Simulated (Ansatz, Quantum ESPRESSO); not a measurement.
# TaOs3 (Pm-3m): zone-centre phonons, part 2 of 3

Which modes does TaOs3 (Pm-3m) have at the zone centre?

Quantum ESPRESSO 7.5; DFT PBEsol, scalar-relativistic, plane waves, GBRV ultrasoft pseudopotentials.

So far. Step 2 (A first look): No gap opens on this mesh, so smearing is kept; the start stands at -7.1 GPa. Step 4 (Self-consistent run for the response): The cell stands at -0.019 GPa, close enough for phonons. The relaxed cell has a = 3.889 Å (conventional setting).

## (5) Linear response at Γ

At q = 0 one unit cell holds all displacements; symmetry groups them into irreducible representations that are solved one by one. With smeared occupations no response to a homogeneous field can be asked.

Input file ph.in:

```
phonons
&inputph
   prefix = 'x'
   outdir = './tmp'
   fildyn = 'g.dyn'
   tr2_ph = 1.0d-18
   alpha_mix(1) = 0.4
   nmix_ph = 8
/
0.000000000000 0.000000000000 0.000000000000
```

Run with:

```bash
$ OMP_NUM_THREADS=1 mpirun -n 4 ph.x -nk 4 -in ph.in > ph.out
```

Log:

```text
[banners, grids, parts of the stress and lines that vanish by symmetry left out]
[banner, memory and clock lines left out]
Program PHONON v.7.5

     ./tmp/x.save/

     IMPORTANT: XC functional enforced from input :
     Exchange-correlation= PBESOL
                           (   1   4  10   8   0   0   0)
     Any further DFT definition will be discarded
     Please, verify this is what you really want

     G-vector sticks info

     negative rho (up, down):  4.640E-01 0.000E+00
     Reading collected, re-writing distributed wavefunctions in ./tmp/

     Number and degeneracy of irreps per q-point
       N         xq(1)         xq(2)         xq(3)   N irreps
       1   0.000000000   0.000000000   0.000000000       4
        3   3   3   3

     Calculation of q =    0.0000000   0.0000000   0.0000000

     phonons

     bravais-lattice index     =            1
     lattice parameter (alat)  =       7.3501  a.u.
     unit-cell volume          =     397.0750 (a.u.)^3
     number of atoms/cell      =            4
     number of atomic types    =            2
     kinetic-energy cut-off    =      40.0000  Ry
     charge density cut-off    =     240.0000  Ry
     convergence threshold     =      1.0E-18
     beta                      =       0.4000
     number of iterations used =            8
     Exchange-correlation= PBESOL
                           (   1   4  10   8   0   0   0)

     celldm(1)=    7.35006  celldm(2)=    0.00000  celldm(3)=    0.00000
     celldm(4)=    0.00000  celldm(5)=    0.00000  celldm(6)=    0.00000

     crystal axes: (cart. coord. in units of alat)
               a(1) = (  1.0000  0.0000  0.0000 )
               a(2) = (  0.0000  1.0000  0.0000 )
               a(3) = (  0.0000  0.0000  1.0000 )

     reciprocal axes: (cart. coord. in units 2 pi/alat)
               b(1) = (  1.0000  0.0000  0.0000 )
               b(2) = (  0.0000  1.0000  0.0000 )
               b(3) = (  0.0000  0.0000  1.0000 )

     Atoms inside the unit cell:

     Cartesian axes

     site n.  atom      mass           positions (alat units)
        1  Ta    180.9479   tau(    1) = (    0.00000    0.00000    0.00000  )
        2  Os    190.2300   tau(    2) = (    0.00000    0.50000    0.50000  )
        3  Os    190.2300   tau(    3) = (    0.50000    0.00000    0.50000  )
        4  Os    190.2300   tau(    4) = (    0.50000    0.50000    0.00000  )

     Computing dynamical matrix for
                    q = (   0.0000000   0.0000000   0.0000000 )

     49 Sym.Ops. (with q -> -q+G )

     G cutoff =  328.4227  (  24885 G-vectors)     FFT grid: ( 40, 40, 40)
     G cutoff =  218.9485  (  13517 G-vectors)  smooth grid: ( 30, 30, 30)

     number of k points=    35  Marzari-Vanderbilt smearing, width (Ry)=  0.0200
                       cart. coord. in units 2pi/alat
        k(    1) = (   0.0000000   0.0000000   0.0000000), wk =   0.0039062
        k(    2) = (   0.0000000   0.0000000   0.1250000), wk =   0.0234375
        k(    3) = (   0.0000000   0.0000000   0.2500000), wk =   0.0234375
        [... further k-points left out ...]

     PseudoPot. # 1 for Ta read from file:
     ./pseudo/Ta.upf
     Pseudo is Ultrasoft + core correction, Zval = 13.0
     Using radial grid of  921 points,  7 beta functions with:
                l(1) =   0
                l(2) =   0
                l(3) =   1
                l(4) =   1
                l(5) =   2
                l(6) =   2
                l(7) =   3
     Q(r) pseudized with  6 coefficients,  rinner =    1.300   1.300   1.300
                                                       1.300   1.300   1.300
                                                       1.300

     PseudoPot. # 2 for Os read from file:
     ./pseudo/Os.upf
     Pseudo is Ultrasoft + core correction, Zval = 16.0
     Using radial grid of  983 points,  8 beta functions with:
                l(1) =   0
                l(2) =   0
                l(3) =   1
                l(4) =   1
                l(5) =   2
                l(6) =   2
                l(7) =   3
                l(8) =   3
     Q(r) pseudized with  8 coefficients,  rinner =    1.150   1.150   1.150
                                                       1.150   1.150   1.150
                                                       1.150

     Mode symmetry, O_h (m-3m)  point group:

     Atomic displacements:
     There are    4 irreducible representations

     Representation     1      3 modes -  To be done

     Representation     2      3 modes -  To be done

     Representation     3      3 modes -  To be done

     Representation     4      3 modes -  To be done

     Alpha used in Ewald sum =   2.2000

     negative rho (up, down):  4.640E-01 0.000E+00

     Representation #   1 modes #   1   2   3

     Self-consistent Calculation
      iter #   1   av.it.:   8.9
      thresh= 1.000E-02 alpha_mix =  0.400 |ddv_scf|^2 =  1.207E-05
      iter #   2   av.it.:  14.5
      thresh= 3.474E-04 alpha_mix =  0.400 |ddv_scf|^2 =  4.728E-07
      iter #   3   av.it.:  14.5
      thresh= 6.876E-05 alpha_mix =  0.400 |ddv_scf|^2 =  8.699E-09
      iter #   4   av.it.:  15.1
      thresh= 9.327E-06 alpha_mix =  0.400 |ddv_scf|^2 =  3.563E-10
      iter #   5   av.it.:  15.8
      thresh= 1.888E-06 alpha_mix =  0.400 |ddv_scf|^2 =  2.765E-12
      iter #   6   av.it.:  15.3
      thresh= 1.663E-07 alpha_mix =  0.400 |ddv_scf|^2 =  3.470E-13
      iter #   7   av.it.:  16.2
      thresh= 5.890E-08 alpha_mix =  0.400 |ddv_scf|^2 =  3.608E-15
      iter #   8   av.it.:  16.1
      thresh= 6.007E-09 alpha_mix =  0.400 |ddv_scf|^2 =  2.177E-16
      iter #   9   av.it.:  15.9
      thresh= 1.476E-09 alpha_mix =  0.400 |ddv_scf|^2 =  9.421E-18
      iter #  10   av.it.:  15.2
      thresh= 3.069E-10 alpha_mix =  0.400 |ddv_scf|^2 =  1.402E-18
      iter #  11   av.it.:  15.9
      thresh= 1.184E-10 alpha_mix =  0.400 |ddv_scf|^2 =  1.878E-20

     End of self-consistent calculation

     Convergence has been achieved

     Representation #   2 modes #   4   5   6

     Self-consistent Calculation
      iter #   1   av.it.:   8.0
      thresh= 1.000E-02 alpha_mix =  0.400 |ddv_scf|^2 =  3.758E-06
      iter #   2   av.it.:  14.2
      thresh= 1.939E-04 alpha_mix =  0.400 |ddv_scf|^2 =  1.699E-07
      iter #   3   av.it.:  14.5
      thresh= 4.122E-05 alpha_mix =  0.400 |ddv_scf|^2 =  1.111E-08
[...]
End of self-consistent calculation

     Convergence has been achieved

     Representation #   3 modes #   7   8   9

     Self-consistent Calculation
[...]
End of self-consistent calculation

     Convergence has been achieved

     Representation #   4 modes #  10  11  12

     Self-consistent Calculation
[...]
iter #   3   av.it.:  15.6
      thresh= 2.942E-05 alpha_mix =  0.400 |ddv_scf|^2 =  1.708E-09
      iter #   4   av.it.:  15.9
      thresh= 4.133E-06 alpha_mix =  0.400 |ddv_scf|^2 =  2.755E-12
      iter #   5   av.it.:  15.7
      thresh= 1.660E-07 alpha_mix =  0.400 |ddv_scf|^2 =  6.427E-13
      iter #   6   av.it.:  16.6
      thresh= 8.017E-08 alpha_mix =  0.400 |ddv_scf|^2 =  1.572E-14
      iter #   7   av.it.:  16.0
      thresh= 1.254E-08 alpha_mix =  0.400 |ddv_scf|^2 =  7.043E-17
      iter #   8   av.it.:  15.1
      thresh= 8.392E-10 alpha_mix =  0.400 |ddv_scf|^2 =  1.610E-17
      iter #   9   av.it.:  15.8
      thresh= 4.013E-10 alpha_mix =  0.400 |ddv_scf|^2 =  6.861E-20

     End of self-consistent calculation

     Convergence has been achieved

     Number of q in the star =    1
     List of q in the star:
          1   0.000000000   0.000000000   0.000000000

     Diagonalizing the dynamical matrix

     q = (    0.000000000   0.000000000   0.000000000 )

 **************************************************************************
     freq (    1) =      -0.117897 [THz] =      -3.932612 [cm-1]
     freq (    2) =      -0.117897 [THz] =      -3.932612 [cm-1]
     freq (    3) =      -0.117897 [THz] =      -3.932612 [cm-1]
     freq (    4) =       3.421208 [THz] =     114.119221 [cm-1]
     freq (    5) =       3.421208 [THz] =     114.119221 [cm-1]
     freq (    6) =       3.421208 [THz] =     114.119221 [cm-1]
     freq (    7) =       3.922741 [THz] =     130.848564 [cm-1]
     freq (    8) =       3.922741 [THz] =     130.848564 [cm-1]
     freq (    9) =       3.922741 [THz] =     130.848564 [cm-1]
     freq (   10) =       5.247538 [THz] =     175.039024 [cm-1]
     freq (   11) =       5.247538 [THz] =     175.039024 [cm-1]
     freq (   12) =       5.247538 [THz] =     175.039024 [cm-1]
 **************************************************************************

     Mode symmetry, O_h (m-3m)  point group:

     freq (   1-   3) =         -3.9  [cm-1]   --> T_1u G_15  G_4- I
     freq (   4-   6) =        114.1  [cm-1]   --> T_1u G_15  G_4- I
     freq (   7-   9) =        130.8  [cm-1]   --> T_2u G_25  G_5-
     freq (  10-  12) =        175.0  [cm-1]   --> T_1u G_15  G_4- I
```

Run time: 12 min. Hardware: 4 MPI ranks of Arm Neoverse V1, shared host.

Read from the output:

* largest acoustic frequency at the zone centre before the sum rule: -3.93 cm⁻¹
* highest optical zone-centre mode (no LO-TO term): 175.0 cm⁻¹
* lowest optical zone-centre mode: 114.1 cm⁻¹

The acoustic modes at Γ come out as far as 3.9 cm⁻¹ from zero, where they should vanish, a small numerical error.

## (6) Zone-centre analysis

A rigid shift of the crystal must cost nothing, but grids and finite bases break this; the acoustic sum rule is imposed before the matrix is diagonalised again.

Input file dynmat.in:

```
&input
   fildyn = 'g.dyn'
   asr = 'simple'
   fileig = 'dynmat.eig'
/
```

Run with:

```bash
$ dynmat.x -in dynmat.in > dynmat.out
```

Log:

```text
[banner, memory and clock lines left out]
Program DYNMAT v.7.5

     Reading Dynamical Matrix from file g.dyn
     ...Force constants read
     ...epsilon and Z* not read (not found on file)
     A direction for q was not specified:TO-LO splitting will be absent

     Polarizability (A^3 units)
     multiply by 1.000000 for Clausius-Mossotti correction
         0.000000    0.000000    0.000000
         0.000000    0.000000    0.000000
         0.000000    0.000000    0.000000

     IR activities are in (D/A)^2/amu units

# mode   [cm-1]    [THz]      IR
    1     -0.00   -0.0000    0.0000
    2     -0.00   -0.0000    0.0000
    3      0.00    0.0000    0.0000
    4    114.20    3.4237    0.0000
    5    114.20    3.4237    0.0000
    6    114.20    3.4237    0.0000
    7    130.86    3.9231    0.0000
    8    130.86    3.9231    0.0000
    9    130.86    3.9231    0.0000
   10    175.12    5.2498    0.0000
   11    175.12    5.2498    0.0000
   12    175.12    5.2498    0.0000

[end of the log left out, with the tail of the file of modes that dynmat.x writes under the same name]
```

Wall time 0.45 s (1 thread).

Numbers from this step:

```
highest optical zone-centre mode (no LO-TO term) : 175.1 cm⁻¹
lowest optical zone-centre mode                  : 114.2 cm⁻¹
```

Unit eigenvectors of the mass-weighted matrix after the sum rule; no LO-TO term. Modes at Γ, with each element's share of the kinetic energy:

| mode | frequency (cm⁻¹) | symmetry | Ta % | Os % |
| --- | --- | --- | --- | --- |
| 1 | 0.0 | acoustic | 24 | 76 |
| 2 | 0.0 | acoustic | 24 | 76 |
| 3 | 0.0 | acoustic | 24 | 76 |
| 4 | 114.2 | T1u | 30 | 70 |
| 5 | 114.2 | T1u | 30 | 70 |
| 6 | 114.2 | T1u | 30 | 70 |
| 7 | 130.9 | T2u | 0 | 100 |
| 8 | 130.9 | T2u | 0 | 100 |
| 9 | 130.9 | T2u | 0 | 100 |
| 10 | 175.1 | T1u | 45 | 55 |
| 11 | 175.1 | T1u | 45 | 55 |
| 12 | 175.1 | T1u | 45 | 55 |

Displacements in mode 6 (114.2 cm⁻¹), the largest set to 1:
```
Ta1  0.28 -0.70 -0.03
Os2 -0.41 -0.17 -0.01
Os3  0.07  1.00 -0.01
Os4  0.07 -0.17  0.04
```

Displacements in mode 10 (175.1 cm⁻¹), the largest set to 1:
```
Ta1  0.31  1.00  0.08
Os2  0.13 -0.69 -0.05
Os3 -0.22  0.43 -0.05
Os4 -0.22 -0.69  0.03
```

The rule moves no optical mode by more than 0.1 cm⁻¹.

## (7) Sum rules set otherwise (asr no)

Without the rule the raw error of the acoustic modes shows.

Input file dynmat.in:

```
&input
   fildyn = 'g.dyn'
   asr = 'no'
   fileig = 'dynmat.eig'
/
```

Run with:

```bash
$ dynmat.x -in dynmat.in > dynmat.out
```

Log:

```text
[banner, memory and clock lines left out]
Program DYNMAT v.7.5

     Reading Dynamical Matrix from file g.dyn
     ...Force constants read
     ...epsilon and Z* not read (not found on file)
     A direction for q was not specified:TO-LO splitting will be absent

     Polarizability (A^3 units)
     multiply by 1.000000 for Clausius-Mossotti correction
         0.000000    0.000000    0.000000
         0.000000    0.000000    0.000000
         0.000000    0.000000    0.000000

     IR activities are in (D/A)^2/amu units

# mode   [cm-1]    [THz]      IR
    1     -3.93   -0.1179    0.0000
    2     -3.93   -0.1179    0.0000
    3     -3.93   -0.1179    0.0000
    4    114.12    3.4212    0.0000
    5    114.12    3.4212    0.0000
    6    114.12    3.4212    0.0000
    7    130.85    3.9227    0.0000
    8    130.85    3.9227    0.0000
    9    130.85    3.9227    0.0000
   10    175.04    5.2475    0.0000
   11    175.04    5.2475    0.0000
   12    175.04    5.2475    0.0000

[end of the log left out, with the tail of the file of modes that dynmat.x writes under the same name]
```

Wall time 0.44 s (1 thread).

This step gave:

- highest optical zone-centre mode (no LO-TO term): 175.0 cm⁻¹
- lowest optical zone-centre mode: 114.1 cm⁻¹

Zone-centre frequencies as printed; negative means imaginary. Modes:

| mode | frequency (cm⁻¹) |
| --- | --- |
| 1 | -3.93 |
| 2 | -3.93 |
| 3 | -3.93 |
| 4 | 114.1 |
| 5 | 114.1 |
| 6 | 114.1 |
| 7 | 130.8 |
| 8 | 130.8 |
| 9 | 130.8 |
| 10 | 175 |
| 11 | 175 |
| 12 | 175 |

Against the first rule no mode moves by more than 4.0 cm⁻¹.

## (8) Sum rules set otherwise: a sum rule for molecules or wires on a crystal

This rule also removes rotations, which suits molecules and not a crystal; it is tried to see the harm.

Input file dynmat.in:

```
&input
   fildyn = 'g.dyn'
   asr = 'zero-dim'
   fileig = 'dynmat.eig'
/
```

Run with:

```bash
$ dynmat.x -in dynmat.in > dynmat.out
```

Log:

```text
[banner, memory and clock lines left out]
Program DYNMAT v.7.5

     Reading Dynamical Matrix from file g.dyn
     ...Force constants read
     ...epsilon and Z* not read (not found on file)
     Acoustic Sum Rule: || Z*(ASR) - Z*(orig)|| =    0.000000E+00
     Acoustic Sum Rule: ||dyn(ASR) - dyn(orig)||=    4.020274E-01
     A direction for q was not specified:TO-LO splitting will be absent

     Polarizability (A^3 units)
     multiply by 1.000000 for Clausius-Mossotti correction
         0.000000    0.000000    0.000000
         0.000000    0.000000    0.000000
         0.000000    0.000000    0.000000

     IR activities are in (D/A)^2/amu units

# mode   [cm-1]    [THz]      IR
    1     -0.00   -0.0000    0.0000
    2     -0.00   -0.0000    0.0000
    3     -0.00   -0.0000    0.0000
    4      0.00    0.0000    0.0000
    5      0.00    0.0000    0.0000
    6      0.00    0.0000    0.0000
    7    114.12    3.4213    0.0000
    8    126.66    3.7973    0.0000
    9    126.66    3.7973    0.0000
   10    172.41    5.1688    0.0000
   11    172.41    5.1688    0.0000
   12    175.04    5.2476    0.0000

[end of the log left out, with the tail of the file of modes that dynmat.x writes under the same name]
```

Wall time 0.44 s (1 thread).

The run ended normally, but on settings that are not sound.

The fault: a sum rule for molecules or wires on a crystal; 3 optical modes are projected out to zero frequency, as if they were rotations.

For a crystal the rule has to be 'simple' or 'crystal'.

Zone-centre frequencies as printed; negative means imaginary. Modes:

| mode | frequency (cm⁻¹) |
| --- | --- |
| 1 | 0 |
| 2 | 0 |
| 3 | 0 |
| 4 | 0 |
| 5 | 0 |
| 6 | 0 |
| 7 | 114.1 |
| 8 | 126.7 |
| 9 | 126.7 |
| 10 | 172.4 |
| 11 | 172.4 |
| 12 | 175 |

(Part 2 of 3 ends here.)

[Host names and launcher messages were left out of these logs when they were recorded.]

[Logs are printed without paths, hosts, clocks, repeated set-up lines and the standing remarks that a program may print on its own settings, such as how far it seeks lower states.]

[Hosts, paths, dates, database ids (printed as entryN), source tags and the programs' standing remarks are cut or masked in the printed files.]
